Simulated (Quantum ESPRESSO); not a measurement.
# How LiF (Griceite) absorbs and reflects light

Wanted: where LiF (Griceite) starts to absorb, how strongly, and its refractive index.

Calculated with Quantum ESPRESSO 7.5; DFT, PBE, plane waves with norm-conserving potentials (PseudoDojo), scalar-relativistic, independent-particle optical response without local fields and without the non-local commutator.

### 1. Starting point

It takes space group Fm-3m (No. 225, cubic). The conventional cell has a = 4.028 Å, b = 4.028 Å, c = 4.028 Å, α = 90.00°, β = 90.00°, γ = 90.00°. F has 6 Li at 2.01 Å nearest. Li has 6 F at 2.01 Å nearest. Farther neighbours and most contacts between anions are not listed.

### 2. Ground state

First the ground state: is it a metal or has it a gap?

This step: DFT, PBE, plane waves with norm-conserving potentials (PseudoDojo), scalar-relativistic, ground state (Quantum ESPRESSO 7.5).

scf.in

```
&control
  calculation = 'scf'
  prefix = 'x'
  outdir = './tmp'
  pseudo_dir = './'
  verbosity = 'high'
/
&system
  ibrav = 0
  nat = 2
  ntyp = 2
  ecutwfc = 90
  occupations = 'smearing'
  smearing = 'fd'
  degauss = 0.003675
  nbnd = 9
/
&electrons
  conv_thr = 1e-09
  electron_maxstep = 100
/
ATOMIC_SPECIES
  F 1.0 F.upf
  Li 1.0 Li.upf
CELL_PARAMETERS angstrom
  0.000000000000 2.014000000000 2.014000000000
  2.014000000000 0.000000000000 2.014000000000
  2.014000000000 2.014000000000 0.000000000000
ATOMIC_POSITIONS crystal
  F 0.500000000000 0.500000000000 0.500000000000
  Li 0.000000000000 0.000000000000 0.000000000000
K_POINTS automatic
  10 10 10 0 0 0
```

The run is started by

```console
> mpirun -n 4 pw.x -nk 4 -in scf.in
```

Output:

```text
for quantum simulation of materials; please cite

     using ibrav=0 with symmetry is DISCOURAGED, use correct ibrav instead

     G-vector sticks info
     --------------------
     sticks:   dense  smooth     PW     G-vecs:    dense   smooth      PW
     Sum         721     721    223                12675    12675    2133

     Using Slab Decomposition

     bravais-lattice index     =            0
     lattice parameter (alat)  =       5.3824  a.u.
     unit-cell volume          =     110.2567 (a.u.)^3
     number of atoms/cell      =            2
     number of atomic types    =            2
     number of electrons       =        10.00
     number of Kohn-Sham states=            9
     kinetic-energy cutoff     =      90.0000  Ry
     charge density cutoff     =     360.0000  Ry
     scf convergence threshold =      1.0E-09
     mixing beta               =       0.7000
     number of iterations used =            8  plain     mixing
     Exchange-correlation= PBE
                           (   1   4   3   4   0   0   0)

     celldm(1)=   5.382367  celldm(2)=   0.000000  celldm(3)=   0.000000
     celldm(4)=   0.000000  celldm(5)=   0.000000  celldm(6)=   0.000000

     crystal axes: (cart. coord. in units of alat)
               a(1) = (   0.000000   0.707107   0.707107 )
               a(2) = (   0.707107   0.000000   0.707107 )
               a(3) = (   0.707107   0.707107   0.000000 )

     reciprocal axes: (cart. coord. in units 2 pi/alat)
               b(1) = ( -0.707107  0.707107  0.707107 )
               b(2) = (  0.707107 -0.707107  0.707107 )
               b(3) = (  0.707107  0.707107 -0.707107 )

     ./F.upf
     Pseudo is Norm-conserving + core correction, Zval =  7.0
     Generated using ONCVPSP code by D. R. Hamann
     Using radial grid of  832 points,  5 beta functions with:
                l(1) =   0
                l(2) =   0
                l(3) =   1
                l(4) =   1
                l(5) =   2

     ./Li.upf
     Pseudo is Norm-conserving, Zval =  3.0
     Generated using ONCVPSP code by D. R. Hamann
     Using radial grid of 1944 points,  4 beta functions with:
                l(1) =   0
                l(2) =   0
                l(3) =   1
                l(4) =   1

     atomic species   valence    mass     pseudopotential
     F                 7.00     1.00000     F ( 1.00)
     Li                3.00     1.00000     Li( 1.00)

     48 Sym. Ops., with inversion, found

                                    s                        frac. trans.

     [... symmetry matrices left out ...]
   Cartesian axes

     site n.     atom                  positions (alat units)
         1        F      tau(   1) = (   0.7071068   0.7071068   0.7071068  )
         2        Li     tau(   2) = (   0.0000000   0.0000000   0.0000000  )

   Crystallographic axes

     site n.     atom                  positions (cryst. coord.)
         1        F      tau(   1) = (  0.5000000  0.5000000  0.5000000  )
         2        Li     tau(   2) = (  0.0000000  0.0000000  0.0000000  )

     number of k points=    47  Fermi-Dirac smearing, width (Ry)=  0.0037
                       cart. coord. in units 2pi/alat
        k(    1) = (   0.0000000   0.0000000   0.0000000), wk =   0.0020000
        k(    2) = (   0.0707107   0.0707107  -0.0707107), wk =   0.0160000
        k(    3) = (   0.1414214   0.1414214  -0.1414214), wk =   0.0160000
        k(    4) = (   0.2121320   0.2121320  -0.2121320), wk =   0.0160000
        k(    5) = (   0.2828427   0.2828427  -0.2828427), wk =   0.0160000
        k(    6) = (  -0.3535534  -0.3535534   0.3535534), wk =   0.0080000
        k(    7) = (   0.1414214  -0.0000000   0.0000000), wk =   0.0120000
        k(    8) = (   0.2121320   0.0707107  -0.0707107), wk =   0.0480000
        k(    9) = (   0.2828427   0.1414214  -0.1414214), wk =   0.0480000
        k(   10) = (   0.3535534   0.2121320  -0.2121320), wk =   0.0480000
        k(   11) = (  -0.2828427  -0.4242641   0.4242641), wk =   0.0480000
        k(   12) = (  -0.2121320  -0.3535534   0.3535534), wk =   0.0480000
        k(   13) = (  -0.1414214  -0.2828427   0.2828427), wk =   0.0480000
        k(   14) = (  -0.0707107  -0.2121320   0.2121320), wk =   0.0480000
        k(   15) = (   0.0000000  -0.1414214   0.1414214), wk =   0.0240000
        k(   16) = (   0.2828427  -0.0000000   0.0000000), wk =   0.0120000
[...]
cryst. coord.
[...]
k(   40) = (   0.1000000   0.3000000  -0.2000000), wk =   0.0480000
        k(   41) = (   0.1000000   0.4000000  -0.5000000), wk =   0.0480000
        k(   42) = (   0.1000000   0.4000000  -0.4000000), wk =   0.0960000
        k(   43) = (   0.1000000   0.4000000  -0.3000000), wk =   0.0480000
        k(   44) = (   0.1000000  -0.5000000  -0.4000000), wk =   0.0240000
        k(   45) = (   0.2000000   0.4000000  -0.4000000), wk =   0.0480000
        k(   46) = (   0.2000000   0.4000000  -0.3000000), wk =   0.0480000
        k(   47) = (   0.2000000  -0.5000000  -0.3000000), wk =   0.0240000

     Dense  grid:    12675 G-vectors     FFT dimensions: (  36,  36,  36)

     Initial potential from superposition of free atoms

     starting charge       9.9954, renormalised to      10.0000
     Starting wfcs are    6 randomized atomic wfcs +    3 random wfcs

     Self-consistent Calculation

     iteration #  1     ecut=    90.00 Ry     beta= 0.70
     Davidson diagonalization with overlap

            44 MiB given to the printing process from OS
            14 MiB allocation reported by mallinfo(arena+hblkhd)
------------------
     ethr =  1.00E-02,  avg # of iterations =  4.2

     total energy              =     -63.93441379 Ry
     estimated scf accuracy    <       0.11964717 Ry

     iteration #  2     ecut=    90.00 Ry     beta= 0.70
     Davidson diagonalization with overlap

            52 MiB given to the printing process from OS
            18 MiB allocation reported by mallinfo(arena+hblkhd)
------------------
     ethr =  1.20E-03,  avg # of iterations =  2.0

     total energy              =     -63.96741234 Ry
     estimated scf accuracy    <       0.07208045 Ry

     iteration #  3     ecut=    90.00 Ry     beta= 0.70
     Davidson diagonalization with overlap

            52 MiB given to the printing process from OS
            18 MiB allocation reported by mallinfo(arena+hblkhd)
------------------
     ethr =  7.21E-04,  avg # of iterations =  1.9

     total energy              =     -63.98219673 Ry
     estimated scf accuracy    <       0.00065511 Ry

     iteration #  4     ecut=    90.00 Ry     beta= 0.70
     Davidson diagonalization with overlap

            53 MiB given to the printing process from OS
            19 MiB allocation reported by mallinfo(arena+hblkhd)
------------------
     ethr =  6.55E-06,  avg # of iterations =  2.6

     total energy              =     -63.98234270 Ry
     estimated scf accuracy    <       0.00003592 Ry

     iteration #  5     ecut=    90.00 Ry     beta= 0.70
     Davidson diagonalization with overlap

            54 MiB given to the printing process from OS
            19 MiB allocation reported by mallinfo(arena+hblkhd)
------------------
     ethr =  3.59E-07,  avg # of iterations =  1.2

     total energy              =     -63.98234376 Ry
     estimated scf accuracy    <       0.00000338 Ry

     iteration #  6     ecut=    90.00 Ry     beta= 0.70
     Davidson diagonalization with overlap

            54 MiB given to the printing process from OS
            19 MiB allocation reported by mallinfo(arena+hblkhd)
------------------
     ethr =  3.38E-08,  avg # of iterations =  2.0

     total energy              =     -63.98234453 Ry
     estimated scf accuracy    <       0.00000022 Ry

     iteration #  7     ecut=    90.00 Ry     beta= 0.70
     Davidson diagonalization with overlap

            54 MiB given to the printing process from OS
            20 MiB allocation reported by mallinfo(arena+hblkhd)
------------------
     ethr =  2.16E-09,  avg # of iterations =  1.0

     total energy              =     -63.98234453 Ry
     estimated scf accuracy    <       0.00000002 Ry

     iteration #  8     ecut=    90.00 Ry     beta= 0.70
     Davidson diagonalization with overlap

            54 MiB given to the printing process from OS
            20 MiB allocation reported by mallinfo(arena+hblkhd)
------------------
     ethr =  2.25E-10,  avg # of iterations =  2.0

     total energy              =     -63.98234454 Ry
     estimated scf accuracy    <          1.5E-09 Ry

     iteration #  9     ecut=    90.00 Ry     beta= 0.70
     Davidson diagonalization with overlap

            55 MiB given to the printing process from OS
            20 MiB allocation reported by mallinfo(arena+hblkhd)
------------------
     ethr =  1.53E-11,  avg # of iterations =  1.1

     End of self-consistent calculation

          k = 0.0000 0.0000 0.0000 (  1639 PWs)   bands (ev):

   -39.9375 -18.9854   0.9070   0.9070   0.9070  10.0215  24.8958  24.8958
    24.8959

     occupation numbers
     1.0000   1.0000   1.0000   1.0000   1.0000   0.0000   0.0000   0.0000
     0.0000

          k = 0.0707 0.0707-0.0707 (  1573 PWs)   bands (ev):

   -39.9319 -18.9468   0.6215   0.8842   0.8842  10.3132  22.2408  23.6584
    23.6584

     occupation numbers
     1.0000   1.0000   1.0000   1.0000   1.0000   0.0000   0.0000   0.0000
     0.0000

          k = 0.1414 0.1414-0.1414 (  1576 PWs)   bands (ev):

   -39.9173 -18.8435  -0.0632   0.8259   0.8259  10.9658  19.7670  22.1679
    22.1679

     occupation numbers
     1.0000   1.0000   1.0000   1.0000   1.0000   0.0000   0.0000   0.0000
     0.0000

          k = 0.2121 0.2121-0.2121 (  1600 PWs)   bands (ev):

   -39.8993 -18.7106  -0.8215   0.7563   0.7563  11.5257  18.2744  20.9253
    20.9253

     occupation numbers
     1.0000   1.0000   1.0000   1.0000   1.0000   0.0000   0.0000   0.0000
     0.0000

          k = 0.2828 0.2828-0.2828 (  1586 PWs)   bands (ev):

   -39.8847 -18.5984  -1.3865   0.7018   0.7018  11.7261  17.7282  20.1235
    20.1235

     occupation numbers
     1.0000   1.0000   1.0000   1.0000   1.0000   0.0000   0.0000   0.0000
     0.0000

     [... further k points left out ...]

     the Fermi energy is     8.9376 ev

!    total energy              =     -63.98234454 Ry
     estimated scf accuracy    <          4.5E-11 Ry
     smearing contrib. (-TS)   =      -0.00000000 Ry
     internal energy E=F+TS    =     -63.98234454 Ry

     The total energy is F=E-TS. E is the sum of the following terms:
     one-electron contribution =     -25.10760354 Ry
     hartree contribution      =      16.67874497 Ry
     xc contribution           =     -14.60520930 Ry
     ewald contribution        =     -40.94827666 Ry

     convergence has been achieved in   9 iterations

     XML data file, charge density, pseudopotentials, collected wavefunctions

                                        0.00s GPU  (     349 calls)

=------------------------------------------------------------------------------=
   JOB DONE.
=------------------------------------------------------------------------------=
```

It took 5.7 s on 4 MPI ranks of Arm Neoverse N1, shared host; peak memory 0.05 GiB.

This step gave:

| Property | Result |
| --- | --- |
| total energy | -63.98 Ry |
| gap on the k-mesh | 9.114 eV |
| direct gap on the mesh | 9.114 eV |

There is a gap, 9.11 eV on this mesh (points off the mesh can give less), so no carriers' term is needed.

(Continued in part 2 of 3.)

[Machine, clock, banner and «Message from routine» lines are left out of the logs.]

[Logs are printed without paths, hosts, clocks, repeated set-up lines and the standing remarks that a program may print on its own settings, such as how far it seeks lower states.]

[Hosts, paths, dates, database ids (printed as entryN), source tags and the programs' standing remarks are cut or masked in the printed files.]
